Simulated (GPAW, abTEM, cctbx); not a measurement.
# Mg3Ti2S2: the scripts behind a bonding study

Short scripts, each with its output. The start was made by putting kin elements into a known structure type; the compound need not exist, or be stable, in this form.

**1. Build the all-electron density and subtract free atoms**

```text
cell
1.0
     2.933533110    1.693676130    4.621514520
    -2.933533110    1.693676130    4.621514520
     0.000000000   -3.387352260    4.621514520
Ti S Mg
2 2 3
Direct
0.000000000 0.000000000 0.000000000
0.500000000 0.500000010 0.500000000
0.669638490 0.669638500 0.669638490
0.330361500 0.330361510 0.330361500
0.000000000 0.500000010 0.000000000
0.500000000 0.999999990 0.000000000
0.000000000 0.000000010 0.500000000
```

```python
import numpy as np
from ase.io import read
from ase.units import Bohr
from gpaw import GPAW, PW, FermiDirac
from gpaw.calculator import GPAW as OldGPAW
from gpaw.mpi import serial_comm, world
from scipy.special import erfc
from scipy.spatial import cKDTree

atoms = read("cell.vasp")
atoms.calc = GPAW(mode=PW(450), xc="PBE", kpts={"size": (5, 5, 5), "gamma": True},
                 occupations=FermiDirac(0.1), maxiter=120, symmetry={"tolerance": 1e-5}, txt="scf.txt")
atoms.get_potential_energy()
rho = atoms.calc.get_all_electron_density(gridrefinement=2)
moments = atoms.get_magnetic_moments() if atoms.calc.get_number_of_spins() == 2 else np.zeros(len(atoms))
total = atoms.get_magnetic_moment() if moments.any() else 0.0
if world.rank == 0:
    free = OldGPAW(mode=PW(450), xc="PBE", txt=None, communicator=serial_comm)
    neutral = atoms.copy()
    neutral.set_initial_magnetic_moments(None)
    free.initialize(neutral)
    free.set_positions(neutral)
    drho = rho - free.get_all_electron_density(gridrefinement=2)
    # GPAW starts from confined atoms: exchange their smooth part for that of the datasets' free atoms
    h = np.stack(np.meshgrid(*[np.fft.fftfreq(n, 1 / n) for n in drho.shape], indexing="ij"), -1)
    gabs = np.linalg.norm(h @ atoms.cell.reciprocal(), axis=-1)
    tails = np.fft.fftn(free.get_pseudo_density(gridrefinement=2))
    g, form, v0 = np.linspace(0, gabs.max(), 1500), {}, 0
    for e in set(atoms.symbols):
        idx = atoms.symbols.search(e)
        d = free.setups[idx[0]].data
        r, w = d.rgd.r_g * Bohr, d.rgd.r_g**2 * d.rgd.dr_g
        j0 = np.sinc(2 * g[:, None] * r)
        smooth = sum(f * p**2 for f, p in zip(d.f_j, d.phit_jg)) + np.sqrt(4 * np.pi) * d.nct_g
        full = sum(f * p**2 for f, p in zip(d.f_j, d.phi_jg)) + np.sqrt(4 * np.pi) * d.nc_g
        phase = sum(np.exp(-2j * np.pi * h @ s) for s in atoms.get_scaled_positions()[idx])
        tails -= np.interp(gabs, g, j0 @ (smooth * w)) * phase * drho.size / atoms.get_volume()
        form[e] = j0 @ (full * w)
        v0 += 2 * np.pi / 3 * 14.3996 * (full * w * r**2).sum() * len(idx)  # V A^3
    tails *= 0.5 * erfc((gabs - 1.8) / 0.25)  # the tails differ at long wavelengths alone
    drho += np.fft.ifftn(tails).real  # crystal minus superposed spherical free atoms
    np.save("drho.npy", drho)
    dv = atoms.get_volume() / drho.size
    print("grid", drho.shape, " electrons %.3f" % (rho.sum() * dv), " moved by bonding %.3f e" % (abs(drho).sum() * dv / 2))
    pts = np.indices(drho.shape).reshape(3, -1).T / drho.shape @ atoms.cell
    shifts = (np.indices((3, 3, 3)).reshape(3, -1).T - 1) @ atoms.cell
    images = (atoms.positions[None] + shifts[:, None]).reshape(-1, 3)
    dist, idx = cKDTree(images).query(pts, k=4)
    out = drho.ravel()[dist[:, 0] > 0.5]
    print("deformation density beyond 0.5 A of the nuclei: max %.3f, min %.3f e/A^3" % (out.max(), out.min()))
    tie = dist < dist[:, :1] + 1e-4
    q = -np.bincount((idx % len(atoms))[tie], (drho.ravel()[:, None] / tie.sum(1, keepdims=True) * tie)[tie], len(atoms)) * dv
    print("atom        x       y       z   Voronoi charge  moment")
    for a, s, c, m in zip(atoms, atoms.get_scaled_positions(), q, moments):
        print("%-2s%-3d %7.4f %7.4f %7.4f %10.3f %10.2f" % (a.symbol, a.index + 1, *s, c, m))
    np.savez("free.npz", g=g, **form)
    print("mean inner potential of superposed free atoms %.3f V" % (v0 / atoms.get_volume()))
    print("total magnetic moment %.3f muB" % total)
```

```console
$ OMP_NUM_THREADS=1 mpirun -n 4 gpaw python run.py > gpaw.log
```

```text
grid (60, 60, 60)  electrons 112.000  moved by bonding 1.448 e
deformation density beyond 0.5 A of the nuclei: max 0.373, min -0.226 e/A^3
atom        x       y       z   Voronoi charge  moment
Ti1    0.0000  0.0000  0.0000      0.105       0.00
Ti2    0.5000  0.5000  0.5000     -0.016       0.00
S 3    0.6696  0.6696  0.6696     -0.167       0.00
S 4    0.3304  0.3304  0.3304     -0.167       0.00
Mg5    0.0000  0.5000  0.0000      0.082       0.00
Mg6    0.5000  1.0000  1.0000      0.082       0.00
Mg7    0.0000  0.0000  0.5000      0.082       0.00
mean inner potential of superposed free atoms 14.580 V
total magnetic moment 0.000 muB
```

Time: 21 s on 4 cores of Intel(R) Xeon(R) 6975P-C (Granite Rapids) (shared host), peak memory 0.98 GiB.

**2. Fourier-transform the difference**

```python
from cctbx import adptbx, crystal, miller, xray
from cctbx.eltbx import tiny_pse
import numpy as np

cs = crystal.symmetry(unit_cell=(5.8671, 5.8671, 13.8645, 90, 90, 120), space_group_symbol='Hall: -R 3 2"')  # R-3m
atoms = [  # label, site, U (iso, or U11 U22 U33 U12 U13 U23 in A^2), occupancy
    ("Ti1", (0, 0, 0), 0.0000, 1),
    ("Ti2", (1/3, 2/3, 0.16667), 0.0000, 1),
    ("S1", (1/3, 2/3, 0.33631), 0.0000, 1),
    ("Mg1", (0.83333, 0.16667, 0.16667), 0.0000, 1),
]
xs = xray.structure(crystal_symmetry=cs)
for label, site, u, occ in atoms:
    u = adptbx.u_cif_as_u_star(cs.unit_cell(), u) if isinstance(u, tuple) else u
    xs.add_scatterer(xray.scatterer(label, site=site, u=u, occupancy=occ))
xs.scattering_type_registry(table="wk1995")
drho = np.load("drho.npy")
T = np.array([[1, -1, 0], [0, 1, -1], [1, 1, 1]])  # conventional axes in terms of the primitive ones
dF = np.fft.ifftn(drho) * 413.31217  # electrons a conventional cell, indexed by primitive hkl
ms = miller.build_set(cs, anomalous_flag=False, d_min=0.9).sort("resolution")
iam = ms.structure_factors_from_scatterers(xs, algorithm="direct").f_calc()
p1 = xs.expand_to_p1()
z = np.array([tiny_pse.table(sc.scattering_type).atomic_number() for sc in p1.scatterers()])
x = np.array(p1.sites_frac())
free = np.load("free.npz")
print("static structure factors of the conventional cell: F in electrons, V (Mott-Bethe) in volts")
print("   h  k  l      d  |F| table  |F| free   |F| DFT   change   |V| free  |V| DFT  change %")
for h, d, table in list(zip(ms.indices(), ms.d_spacings().data(), iam.data()))[:16]:
    df = dF[tuple(np.rint(np.linalg.solve(T, h)).astype(int))]
    phase = np.exp(2j * np.pi * x @ h)
    f = sum(np.interp(1 / d, free["g"], free[sc.scattering_type]) * p for sc, p in zip(p1.scatterers(), phase))
    fz = (z * phase).sum()
    c = 14.3996 * d * d / (np.pi * cs.unit_cell().volume())
    v0, v1 = abs(fz - f) * c, abs(fz - f - df) * c
    print("%4d%3d%3d %7.4f %9.3f %9.3f %9.3f %8.3f %9.3f %8.3f %8s" % (h + (d, abs(table), abs(f), abs(f + df), abs(f + df) - abs(f), v0, v1, "%.1f" % (100 * (v1 / v0 - 1)) if v0 > 0.02 else "-")))
```

```console
$ python run.py
```

```text
static structure factors of the conventional cell: F in electrons, V (Mott-Bethe) in volts
   h  k  l      d  |F| table  |F| free   |F| DFT   change   |V| free  |V| DFT  change %
   1  0  1  4.7708     9.607     9.500     9.851    0.351     0.236    0.148    -37.4
   0  0  3  4.6215     9.283     9.598     9.703    0.105     0.605    0.580     -4.1
   1  0 -2  4.0981    38.533    38.505    38.801    0.296     1.196    1.140     -4.6
   1  1  0  2.9335   146.004   145.837   147.234    1.397     4.406    4.272     -3.0
   1  0  4  2.8633    42.911    42.589    41.286   -1.303     1.069    1.188     11.1
   2  0 -1  2.4989   110.856   110.826   110.121   -0.704     3.020    3.069      1.6
   1  1  3  2.4767    92.382    92.471    92.756    0.285     2.679    2.659     -0.7
   1  0 -5  2.4340    12.088    12.195    13.300    1.105     0.483    0.411    -15.0
   2  0  2  2.3854   137.311   136.798   135.928   -0.870     3.289    3.344      1.7
   0  0  6  2.3107   233.656   233.317   231.475   -1.842     6.045    6.154      1.8
   2  0 -4  2.0491   135.654   135.141   134.589   -0.552     2.943    2.969      0.9
   2  1  1  1.9023     4.337     4.464     4.073   -0.391     0.240    0.255      6.5
   2  0  5  1.8732   104.074   103.910   103.246   -0.664     2.321    2.347      1.1
   2  1 -2  1.8508    30.109    29.948    30.475    0.527     0.569    0.549     -3.5
   1  0  7  1.8454     1.567     1.451     1.269   -0.182     0.083    0.076     -8.3
   1  1  6  1.8152   116.178   116.190   115.211   -0.979     2.748    2.784      1.3
```

Time: 0.24 s on 1 core of Intel(R) Xeon(R) 6975P-C (Granite Rapids) (shared host), peak memory 0.08 GiB.

**3. Propagate a plane wave with and without the bonding term**

```python
import abtem
import numpy as np
from ase.build import make_supercell
from ase.io import read

abtem.config.set({"dask.lazy": False, "fft": "fftw", "diagnostics.progress_bar": False})
M = [[0, 1, -1], [1, 1, 1], [2, -1, -1]]  # rows: x, y and beam direction in the primitive cell's axes
unit = make_supercell(read("cell.vasp"), M)
unit.set_cell(list(unit.cell.lengths()) + [90, 90, 90], scale_atoms=True)
unit.positions[:, 2] += 0.2118  # keeps atomic planes off the slice boundaries
unit.wrap()
slab = unit * (2, 2, 39)
print(slab.get_chemical_formula(), "| box %.2f x %.2f x %.2f A" % tuple(slab.cell.lengths()))

# change of the potential by bonding, from the DFT deformation density (Poisson's equation term by term)
drho = np.load("drho.npy")
prim = read("cell.vasp")
h = np.stack(np.meshgrid(*[np.fft.fftfreq(n, 1 / n) for n in drho.shape], indexing="ij"), -1).reshape(-1, 3).astype(int)
g2 = ((h @ prim.cell.reciprocal()) ** 2).sum(1)
keep = (g2 > 0) & (g2 < 2.5**2)
shape = (168, 397, 56)
vg = np.zeros(shape, complex)
hm = h[keep] @ np.array(M).T
move = np.exp(-2j * np.pi * hm[:, 2] * (0.2118 / unit.cell[2, 2] - 0.5 / shape[2]))  # the same shift, sampled at mid-points
vg[tuple(hm.T % np.array(shape)[:, None])] = -14.3996 / np.pi * (np.fft.fftn(drho).ravel() / drho.size)[keep] / g2[keep] * move
dV = np.fft.ifftn(vg).real * vg.size
dV = dV.reshape(168, 397, 8, 7).mean(3) * unit.cell[2, 2] / 8  # V A, projected in each slice
dV = np.tile(dV.transpose(2, 0, 1), (39, 2, 2))


def build(atoms):
    p = abtem.Potential(atoms, gpts=(336, 794), slice_thickness=[slab.cell[2, 2] / 312] * 312,
                        parametrization="lobato", projection="infinite", exit_planes=24).build()
    p.array[:] += BONDING * dV
    return p


sigmas = {'Ti': 0.064, 'S': 0.067, 'Mg': 0.07}  # r.m.s. displacement along each axis, A
u = np.array([sigmas[s] for s in slab.symbols])[:, None]
rng = np.random.default_rng(364)


def potentials():
    for _ in range(3):  # frozen phonons, one configuration at a time
        atoms = slab.copy()
        atoms.positions += u * rng.standard_normal((len(atoms), 3))
        atoms.wrap()
        yield build(atoms)


for label, BONDING in (("IAM", 0.0), ("DFT", 1.0)):
    print("=====", label)
    rng = np.random.default_rng(364)  # the same displacements for both
    potential = build(slab)
    print("grid", potential.gpts, "slices", potential.num_slices)
    thickness = potential.exit_thicknesses
    wave = abtem.PlaneWave(energy=300000)
    dp = np.mean([wave.multislice(p).diffraction_patterns(max_angle="valid").array for p in potentials()], axis=0)
    hkl = [(0, 0, 0), (0, 0, 3), (1, -2, 0), (1, -2, 3)]
    nx, ny = dp.shape[-2:]
    print("intensity of each beam, fraction of the incident wave")
    print("  t (A)" + "".join("%9s" % " ".join(map(str, h)) for h in hkl) + "  diffuse    total")
    grid = np.zeros((nx, ny), bool)
    grid[nx // 2 % 2::2, ny // 2 % 2::2] = True
    for t, a in list(zip(thickness, dp))[1:]:
        idx = [np.rint(np.array(M) @ np.linalg.solve([[1, -1, 0], [0, 1, -1], [1, 1, 1]], h)).astype(int) for h in hkl]
        print("%7.1f" % t + "".join("%9.5f" % a[nx // 2 + i[0] * 2, ny // 2 + i[1] * 2] for i in idx) + "%9.4f%9.4f" % (a[~grid].sum(), a.sum()))
```

```console
$ python run.py
```

```text
Mg2808S1872Ti1872 | box 11.73 x 27.73 x 396.32 A
===== IAM
grid (336, 794) slices 312
intensity of each beam, fraction of the incident wave
  t (A)    0 0 0    0 0 3   1 -2 0   1 -2 3  diffuse    total
   30.5  0.89192  0.00077  0.00686  0.00240   0.0036   0.9999
   61.0  0.65350  0.00985  0.02172  0.00615   0.0121   0.9995
   91.5  0.42051  0.04177  0.03339  0.00574   0.0254   0.9988
  121.9  0.27954  0.10205  0.03438  0.00158   0.0409   0.9981
  152.4  0.21974  0.17182  0.02646  0.00083   0.0540   0.9975
  182.9  0.18062  0.21267  0.01691  0.01021   0.0629   0.9971
  213.4  0.12357  0.20132  0.01296  0.02716   0.0708   0.9967
  243.9  0.07327  0.14989  0.01694  0.04211   0.0810   0.9963
  274.4  0.07984  0.09753  0.02756  0.04886   0.0951   0.9956
  304.9  0.16019  0.07244  0.04081  0.04706   0.1106   0.9948
  335.3  0.27071  0.07062  0.05085  0.04262   0.1214   0.9943
  365.8  0.34018  0.06893  0.05171  0.04269   0.1278   0.9940
  396.3  0.32619  0.05495  0.04140  0.05169   0.1331   0.9937
===== DFT
grid (336, 794) slices 312
intensity of each beam, fraction of the incident wave
  t (A)    0 0 0    0 0 3   1 -2 0   1 -2 3  diffuse    total
   30.5  0.89169  0.00076  0.00649  0.00237   0.0036   0.9999
   61.0  0.65301  0.00976  0.02093  0.00615   0.0121   0.9995
   91.5  0.42037  0.04157  0.03316  0.00591   0.0254   0.9988
  121.9  0.27998  0.10189  0.03553  0.00183   0.0408   0.9981
  152.4  0.21987  0.17218  0.02863  0.00066   0.0538   0.9975
  182.9  0.17906  0.21408  0.01928  0.00919   0.0628   0.9971
  213.4  0.12026  0.20402  0.01551  0.02553   0.0707   0.9967
  243.9  0.07019  0.15372  0.02033  0.04076   0.0808   0.9963
  274.4  0.07933  0.10216  0.03131  0.04848   0.0948   0.9956
  304.9  0.16247  0.07751  0.04249  0.04769   0.1099   0.9949
  335.3  0.27338  0.07558  0.04799  0.04399   0.1203   0.9943
  365.8  0.34060  0.07297  0.04446  0.04483   0.1267   0.9940
  396.3  0.32439  0.05739  0.03302  0.05490   0.1321   0.9938
```

Time: 1.7 min.

**4. Rock the beam across one reflection**

```python
import abtem
import numpy as np
from ase.build import make_supercell
from ase.io import read

abtem.config.set({"dask.lazy": False, "fft": "fftw", "diagnostics.progress_bar": False})
M = [[0, 1, -1], [1, 1, 1], [2, -1, -1]]  # rows: x, y and beam direction in the primitive cell's axes
unit = make_supercell(read("cell.vasp"), M)
unit.set_cell(list(unit.cell.lengths()) + [90, 90, 90], scale_atoms=True)
unit.positions[:, 2] += 1.2703  # keeps atomic planes off the slice boundaries
unit.wrap()
slab = unit * (1, 1, 88)
print(slab.get_chemical_formula(), "| box %.2f x %.2f x %.2f A" % tuple(slab.cell.lengths()))

# change of the potential by bonding, from the DFT deformation density (Poisson's equation term by term)
drho = np.load("drho.npy")
prim = read("cell.vasp")
h = np.stack(np.meshgrid(*[np.fft.fftfreq(n, 1 / n) for n in drho.shape], indexing="ij"), -1).reshape(-1, 3).astype(int)
g2 = ((h @ prim.cell.reciprocal()) ** 2).sum(1)
keep = (g2 > 0) & (g2 < 2.5**2)
shape = (131, 309, 60)
vg = np.zeros(shape, complex)
hm = h[keep] @ np.array(M).T
move = np.exp(-2j * np.pi * hm[:, 2] * (1.2703 / unit.cell[2, 2] - 0.5 / shape[2]))  # the same shift, sampled at mid-points
vg[tuple(hm.T % np.array(shape)[:, None])] = -14.3996 / np.pi * (np.fft.fftn(drho).ravel() / drho.size)[keep] / g2[keep] * move
dV = np.fft.ifftn(vg).real * vg.size
dV = dV.reshape(131, 309, 6, 10).mean(3) * unit.cell[2, 2] / 6  # V A, projected in each slice
dV = np.tile(dV.transpose(2, 0, 1), (88, 1, 1))


def build(atoms):
    p = abtem.Potential(atoms, gpts=(131, 309), slice_thickness=[slab.cell[2, 2] / 528] * 528,
                        parametrization="lobato", projection="infinite", exit_planes=132).build()
    p.array[:] += BONDING * dV
    return p


def potentials():
    yield build(slab)  # atoms at rest


for label, BONDING in (("IAM", 0.0), ("DFT", 1.0)):
    print("=====", label)
    potential = build(slab)
    print("grid", potential.gpts, "slices", potential.num_slices)
    thickness = potential.exit_thicknesses
    h = np.array(M) @ np.linalg.solve(np.array([[1, -1, 0], [0, 1, -1], [1, 1, 1]]), [1, -2, 0])
    ix, iy = round(h[0]) * 1, round(h[1]) * 1
    gxy = h[:2] / unit.cell.lengths()[:2]
    along = gxy / np.hypot(*gxy)
    across = np.array([-along[1], along[0]])
    bragg = 500 * abtem.PlaneWave(energy=300000).wavelength * np.hypot(*gxy)
    print("Bragg angle %.3f mrad; beam tilted 46 mrad off the zone axis across the row" % bragg)
    print("dark-field intensity of 1 -2 0 against tilt along the row, in Bragg angles")
    print("  t (A)" + "".join("%8.2f" % s for s in [0.2, 0.4, 0.6, 0.8, 1.0, 1.2, 1.4, 1.6, 1.8, 2.0, 2.2, 2.4, 2.6]))
    rows = []
    row = [(n * ix, n * iy) for n in range(-8, 9)]
    for s in [0.2, 0.4, 0.6, 0.8, 1.0, 1.2, 1.4, 1.6, 1.8, 2.0, 2.2, 2.4, 2.6]:
        tilt = -s * bragg * along + 46 * across
        dp = abtem.PlaneWave(energy=300000, tilt=tuple(tilt)).multislice(potential).diffraction_patterns(max_angle="valid").array
        rows.append(dp[:, dp.shape[1] // 2 + ix, dp.shape[2] // 2 + iy])
        if s == 1.0:
            cx, cy = dp.shape[1] // 2, dp.shape[2] // 2
            share = sum(dp[:, cx + i, cy + j] for i, j in row if abs(i) < cx and abs(j) < cy) / dp.sum(axis=(1, 2))
            total = dp.sum(axis=(1, 2))
    for t, a in list(zip(thickness, np.array(rows).T))[1:]:
        print("%7.1f" % t + "".join("%8.4f" % v for v in a))
    print("at the Bragg tilt, share in the row:", share[1:].round(3).tolist(), "total:", total[1:].round(3).tolist())
```

```console
$ python run.py
```

```text
Mg1584S1056Ti1056 | box 5.87 x 13.86 x 894.26 A
===== IAM
grid (131, 309) slices 528
Bragg angle 3.356 mrad; beam tilted 46 mrad off the zone axis across the row
dark-field intensity of 1 -2 0 against tilt along the row, in Bragg angles
  t (A)    0.20    0.40    0.60    0.80    1.00    1.20    1.40    1.60    1.80    2.00    2.20    2.40    2.60
  223.6  0.3236  0.3774  0.4267  0.4630  0.4768  0.4636  0.4277  0.3779  0.3237  0.2703  0.2209  0.1756  0.1345
  447.1  0.3622  0.6130  0.7345  0.7828  0.8137  0.7844  0.7389  0.6127  0.3616  0.1685  0.0622  0.0078  0.0164
  670.7  0.0434  0.0683  0.1374  0.3096  0.4101  0.3098  0.1398  0.0679  0.0432  0.0419  0.0260  0.1291  0.0983
  894.3  0.2590  0.2578  0.0666  0.0234  0.0172  0.0234  0.0656  0.2591  0.2589  0.2079  0.0343  0.0006  0.0542
at the Bragg tilt, share in the row: [0.9549999833106995, 0.9419999718666077, 0.9340000152587891, 0.925000011920929] total: [0.9980000257492065, 0.996999979019165, 0.9950000047683716, 0.9929999709129333]
===== DFT
grid (131, 309) slices 528
Bragg angle 3.356 mrad; beam tilted 46 mrad off the zone axis across the row
dark-field intensity of 1 -2 0 against tilt along the row, in Bragg angles
  t (A)    0.20    0.40    0.60    0.80    1.00    1.20    1.40    1.60    1.80    2.00    2.20    2.40    2.60
  223.6  0.3099  0.3611  0.4081  0.4428  0.4559  0.4434  0.4091  0.3616  0.3100  0.2593  0.2123  0.1691  0.1299
  447.1  0.3724  0.6216  0.7414  0.7890  0.8196  0.7907  0.7458  0.6214  0.3718  0.1782  0.0697  0.0108  0.0136
  670.7  0.0491  0.0927  0.1739  0.3648  0.4730  0.3650  0.1768  0.0923  0.0489  0.0318  0.0192  0.1216  0.1007
  894.3  0.2246  0.2022  0.0381  0.0098  0.0048  0.0096  0.0374  0.2034  0.2245  0.2031  0.0318  0.0009  0.0433
at the Bragg tilt, share in the row: [0.9549999833106995, 0.9430000185966492, 0.9340000152587891, 0.9240000247955322] total: [0.9980000257492065, 0.996999979019165, 0.9950000047683716, 0.9929999709129333]
```

Time: 91 s.

[Outputs are excerpts: Python notices, other lines and further rows are left out; steps that failed or that the build refused (PBEsol, TPSS) are not shown.]

[Logs are printed without paths, hosts, clocks, repeated set-up lines and the standing remarks that a program may print on its own settings, such as how far it seeks lower states.]
